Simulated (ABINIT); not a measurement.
**A GW chain in ABINIT: CaC2 (R-3m)**

Wanted: ground state, empty states, screening and self-energy for CaC2 (R-3m).

Calculated with ABINIT 10.8.3; PBEsol and many-body steps on it, plane waves.

### 1. The structure

The structure is trigonal, space group R-3m (No. 166). Conventional cell: a = 3.889 Å, b = 3.889 Å, c = 11.862 Å, α = 90.00°, β = 90.00°, γ = 120.00°. Nearest to Ca lie 6 C at 2.62 Å. Nearest to C lie 1 C at 1.26 Å and 3 Ca at 2.62 Å. Farther neighbours are not listed.

Structure file:

```cif
data_structure
_symmetry_space_group_name_H-M 'R-3m:H'
_symmetry_Int_Tables_number 166
_cell_length_a 3.8888
_cell_length_b 3.8888
_cell_length_c 11.8616
_cell_angle_alpha 90.000
_cell_angle_beta 90.000
_cell_angle_gamma 120.000
_cell_volume 155.35
loop_
_atom_site_label
_atom_site_type_symbol
_atom_site_symmetry_multiplicity
_atom_site_Wyckoff_symbol
_atom_site_fract_x
_atom_site_fract_y
_atom_site_fract_z
_atom_site_occupancy
Ca1 Ca 3 a 0.00000 0.00000 0.00000 1
C1 C 6 c 0.66667 0.33333 0.88625 1
```

The cell and positions are those that the Materials Project relaxed with its own functionals (PBE, PBE+U or r2SCAN), kept fixed.

### 2. Ground state

This step: ABINIT 10.8.3; DFT, PBEsol, plane waves, norm-conserving pseudopotentials.

The ground-state density comes first.

File run.abi:

```
acell 3*1.0 Angstrom
rprim 
  1.944397984288 1.122598699617 3.953874776707
  -1.944397984288 1.122598699617 3.953874776707
  -0.000000000000 -2.245197399304 3.953874776686
ntypat 2
znucl 20 6
natom 3
typat 1 2 2
xred 
  0.000000000000 0.000000000000 0.000000000000
  0.552915000000 0.552915000000 0.552915000000
  0.447085000000 0.447085000000 0.447085000000
pp_dirpath "pseudos"
pseudos "Ca.upf, C.upf"
ecut 37
ngkpt 6 6 6
nshiftk 1
shiftk 0 0 0
kptopt 1
chksymbreak 0
nband 14
occopt 1
tolvrs 1e-10
nstep 60
prtwf 0
optforces 0
optstress 0
indata_prefix "in"
outdata_prefix "out"
tmpdata_prefix "tmp"
```

On the command line:

```sh
OMP_NUM_THREADS=1 mpirun -n 8 abinit run.abi > log
```

Numbers of over 12 decimals in the logs are rounded to 6 here.

What it wrote:

```text
.Version 10.8.3 of ABINIT. v10.8.2 released Aug 2026.

 Symmetries : space group R-3 m (#166); Bravais hR (rhombohedral)
================================================================================
 Values of the parameters that define the memory need of the present run
     intxc =       0    ionmov =       0      iscf =       7    lmnmax =       6
     lnmax =       6     mgfft =      48  mpssoang =       3    mqgrid =    3001
     natom =       3  nloc_mem =       1    nspden =       1   nspinor =       1
    nsppol =       1      nsym =      12    n1xccc =    2501    ntypat =       2
    occopt =       1   xclevel =       2
-    mband =          14        mffmem =           1         mkmem =           4
       mpw =        3773          nfft =      110592          nkpt =          32
================================================================================
  Rough estimation (10% accuracy) of disk space for files :
================================================================================

--------------------------------------------------------------------------------
------------- Echo of variables that govern the present computation ------------
--------------------------------------------------------------------------------
 -outvars: echo values of preprocessed input variables --------
            acell      1.8897261259E+00  1.8897261259E+00  1.8897261259E+00 Bohr

      chksymbreak           0
             ecut      3.70000000E+01 Hartree
-          fftalg         312

              ixc     -116133
              kpt      0.00000000E+00  0.00000000E+00  0.00000000E+00
                       1.66666667E-01  0.00000000E+00  0.00000000E+00
                       3.33333333E-01  0.00000000E+00  0.00000000E+00
                       5.00000000E-01  0.00000000E+00  0.00000000E+00
                       1.66666667E-01  1.66666667E-01  0.00000000E+00
                       3.33333333E-01  1.66666667E-01  0.00000000E+00
                       5.00000000E-01  1.66666667E-01  0.00000000E+00
                      -3.33333333E-01  1.66666667E-01  0.00000000E+00
                      -1.66666667E-01  1.66666667E-01  0.00000000E+00
   [... 21 further rows ...]
                      -3.33333333E-01  5.00000000E-01  3.33333333E-01
                       5.00000000E-01  5.00000000E-01  5.00000000E-01
         kptrlatt        6    0    0      0    6    0      0    0    6
          kptrlen      4.40925560E+01
P           mkmem           4
            natom           3
            nband          14
            ngfft          48      48      48
             nkpt          32
            nstep          60
             nsym          12
           ntypat           2
              occ      2.000000  2.000000  2.000000  2.000000  2.000000  2.000000
                       2.000000  2.000000  2.000000  0.000000  0.000000  0.000000
                       0.000000  0.000000
        optforces           0
        optstress           0
            prtwf           0
            rprim      1.9443979843E+00  1.1225986996E+00  3.9538747767E+00
[...]
spgroup         166

           tolvrs      1.00000000E-10

             xred      0.0000000000E+00  0.0000000000E+00  0.0000000000E+00
[...]
znucl       20.00000    6.00000

================================================================================

 chkinp: Checking input parameters for consistency.

================================================================================
== DATASET  1 ==================================================================
-   mpi_nproc: 8, omp_nthreads: 1 (-1 if OMP is not activated)

--- !DatasetInfo
iteration_state: {dtset: 1, }
dimensions: {natom: 3, nkpt: 32, mband: 14, nsppol: 1, nspinor: 1, nspden: 1, mpw: 3773, }
cutoff_energies: {ecut:  37.0, pawecutdg:  -1.0, }
electrons: {nelect:   1.80000000E+01, charge:   0.00000000E+00, occopt:   1.00000000E+00, tsmear:   1.00000000E-02, }

 Real(R)+Recip(G) space primitive vectors, cartesian coordinates (Bohr,Bohr^-1):
 R(1)=  3.6743797  2.1214041  7.4717405  G(1)=  0.1360774  0.0785643  0.0446125
 R(2)= -3.6743797  2.1214041  7.4717405  G(2)= -0.1360774  0.0785643  0.0446125
 R(3)=  0.0000000 -4.2428082  7.4717405  G(3)=  0.0000000 -0.1571286  0.0446125
 Unit cell volume ucvol=  3.4944631E+02 bohr^3
 Angles (23,13,12)=  5.06350386E+01  5.06350386E+01  5.06350386E+01 degrees

 getcut: wavevector=  0.0000  0.0000  0.0000  ngfft=  48  48  48
         ecut(hartree)=     37.000   => boxcut(ratio)=   2.04037

--- Pseudopotential description ------------------------------------------------
- Ca Generated using ONCVPSP code by D. R. Hamann
- 20.00000  10.00000  180301                  znucl, zion, pspdat
12 -116133 2 -1 1746                          pspcod,pspxc,lmax,lloc,mmax
     nproj     2     2     2
  pspatm : epsatm=   12.46101000
         --- l  ekb(1:nproj) -->
[...]
pspatm: atomic psp has been read  and splines computed

- C Generated using ONCVPSP code by D. R. Hamann
-  6.00000   4.00000  180301                  znucl, zion, pspdat
12 -116133 1 -1 1248                          pspcod,pspxc,lmax,lloc,mmax
     nproj     2     2     0
  pspatm : epsatm=    4.34909242
         --- l  ekb(1:nproj) -->
[...]
pspatm: atomic psp has been read  and splines computed

   3.80865507E+02                                ecore*ucvol(ha*bohr**3)
--------------------------------------------------------------------------------

_setup2: Arith. and geom. avg. npw (full set) are    3757.764    3757.752

================================================================================

--- !BeginCycle
iteration_state: {dtset: 1, }
solver: {iscf: 7, nstep: 60, nline: 4, wfoptalg: 0, }
tolerances: {tolvrs: 1.00E-10, }

     iter   Etot(hartree)      deltaE(h)  residm     vres2
 ETOT  1  -50.501276737401    -5.050E+01 6.842E-02 1.085E+03
 ETOT  2  -50.611329731883    -1.101E-01 5.097E-02 2.513E+02
 ETOT  3  -50.638544508556    -2.721E-02 8.518E-03 2.009E+00
 ETOT  4  -50.638789263750    -2.448E-04 7.936E-03 1.213E-01
 ETOT  5  -50.638796644078    -7.380E-06 4.535E-03 9.786E-03
 ETOT  6  -50.638797027178    -3.831E-07 2.624E-03 5.776E-04
 ETOT  7  -50.638797074121    -4.694E-08 2.899E-03 2.320E-05
 ETOT  8  -50.638797075580    -1.459E-09 2.198E-03 7.751E-07
 ETOT  9  -50.638797075636    -5.650E-11 1.697E-03 3.296E-08
 ETOT 10  -50.638797075637    -7.176E-13 1.244E-03 1.354E-09
 ETOT 11  -50.638797075639    -2.238E-12 7.617E-04 4.306E-11

 At SCF step   11       vres2   =  4.31E-11 < tolvrs=  1.00E-10 =>converged.

--- !ResultsGS
iteration_state: {dtset: 1, }
comment   : Summary of ground state results
lattice_vectors:
- [  3.6743797,   2.1214041,   7.4717405, ]
- [ -3.6743797,   2.1214041,   7.4717405, ]
- [ -0.0000000,  -4.2428082,   7.4717405, ]
lattice_lengths: [   8.59234,    8.59234,    8.59234, ]
lattice_angles: [ 50.635,  50.635,  50.635, ] # degrees, (23, 13, 12)
lattice_volume:   3.4944631E+02
convergence: {deltae: -2.238E-12, res2:  4.306E-11, residm:  7.617E-04, diffor:  0.000E+00, }
etotal    :  -5.06387971E+01
entropy   :   0.00000000E+00
fermie    :   9.40858063E-02
cartesian_stress_tensor: null
pressure_GPa: null
xred      :
- [  0.0000E+00,   0.0000E+00,   0.0000E+00, Ca]
- [  5.5292E-01,   5.5292E-01,   5.5292E-01,  C]
- [  4.4709E-01,   4.4709E-01,   4.4709E-01,  C]
cartesian_forces: null
force_length_stats: {min: null, max: null, mean: null, }

 Integrated electronic density in atomic spheres:
 ------------------------------------------------
 Atom  Sphere_radius  Integrated_density
[...]
2        2.00000          4.20215924
    3        2.00000          4.20215924
================================================================================

 ----iterations are completed or convergence reached----

 Mean square residual over all n,k,spin=   26.307E-07; max=  76.171E-05
 reduced coordinates (array xred) for    3 atoms
       0.000000000000      0.000000000000      0.000000000000
       0.552915000000      0.552915000000      0.552915000000
       0.447085000000      0.447085000000      0.447085000000
 rms dE/dt=  0.0000E+00; max dE/dt=  0.0000E+00; dE/dt below (all hartree)
    1       0.000000000000      0.000000000000      0.000000000000
    2       0.000000000000      0.000000000000      0.000000000000
    3       0.000000000000      0.000000000000      0.000000000000

 cartesian coordinates (angstrom) at end:
    1      0.000000     0.000000     0.000000
    2     -0.000000    -3.87e-11     6.558470
    3      0.000000    -3.13e-11     5.303154
 length scales=  1.889726125908  1.889726125908  1.889726125908 bohr
              =  1.000000000000  1.000000000000  1.000000000000 angstroms
 prteigrs : about to open file out_EIG
 Fermi (or HOMO) energy (hartree) =   0.09409   Average Vxc (hartree)=  -0.34090
 Eigenvalues (hartree) for nkpt=  32  k points:
 kpt#   1, nband= 14, wtk=  0.00463, kpt=  0.0000  0.0000  0.0000 (reduced coord)
  -1.33865   -0.64548   -0.64063   -0.64063   -0.36657   -0.01092   -0.00870    0.06363
   0.06363    0.20688    0.20688    0.24881    0.29621    0.29621
 prteigrs : prtvol=0 or 1, do not print more k-points.

--- !EnergyTerms
iteration_state     : {dtset: 1, }
comment             : Components of total free energy in Hartree
kinetic             :  2.11204500361871E+01
hartree             :  1.12365438107583E+01
xc                  : -1.13966177592388E+01
Ewald energy        : -3.33936292562160E+01
psp_core            :  1.08991136854927E+00
local_psp           : -4.21227197201759E+01
non_local_psp       :  2.82726444449675E+00
total_energy        : -5.06387970756393E+01
total_energy_eV     : -1.37795186625707E+03
band_energy         : -7.14207886136956E+00

== END DATASET(S) ==============================================================
================================================================================

 -outvars: echo values of variables after computation  --------
           etotal     -5.0638797076E+01
            nband          14
             nkpt          32
          spgroup         166
 [... the other variables as echoed above ...]

 Calculation completed.
```

Elapsed: 11 s, on 8 MPI ranks of Arm Neoverse V1, shared host; peak memory 0.74 GiB; 88 s of CPU time.

This step gave:

```yaml
total_energy: -1377.9519 eV
gap: 2.585 eV
k_of_the_valence_top: 0.5, 0.5, 0.5
k_of_the_conduction_bottom: 0.5, 0.5, 0
least_direct_gap: 3.889 eV
```

The gap is indirect, with the least direct gap 1.30 eV higher.

(Part 1 of 3 ends here.)

[Paths, hosts, dates, memory and timing lines, banners, echoed tables and standing remarks are left out of the program output.]

[Logs are printed without paths, hosts, clocks, repeated set-up lines and the standing remarks that a program may print on its own settings, such as how far it seeks lower states.]

[Runs of the session that timed out or met a known fault of the program may be left out.]

[Hosts, paths, dates, database ids (printed as entryN), source tags and the programs' standing remarks are cut or masked in the printed files.]

[G0W0 gaps are taken among the corrected bands and points alone; a level outside them can change the order at an edge.]

[Where Ansatz stands beside ABINIT at settings called matched, ABINIT's density can come from a denser mesh and the files from another edition; pairs whose starting gaps differed by over 0.03 eV were left out, so agreement reads better than it is.]
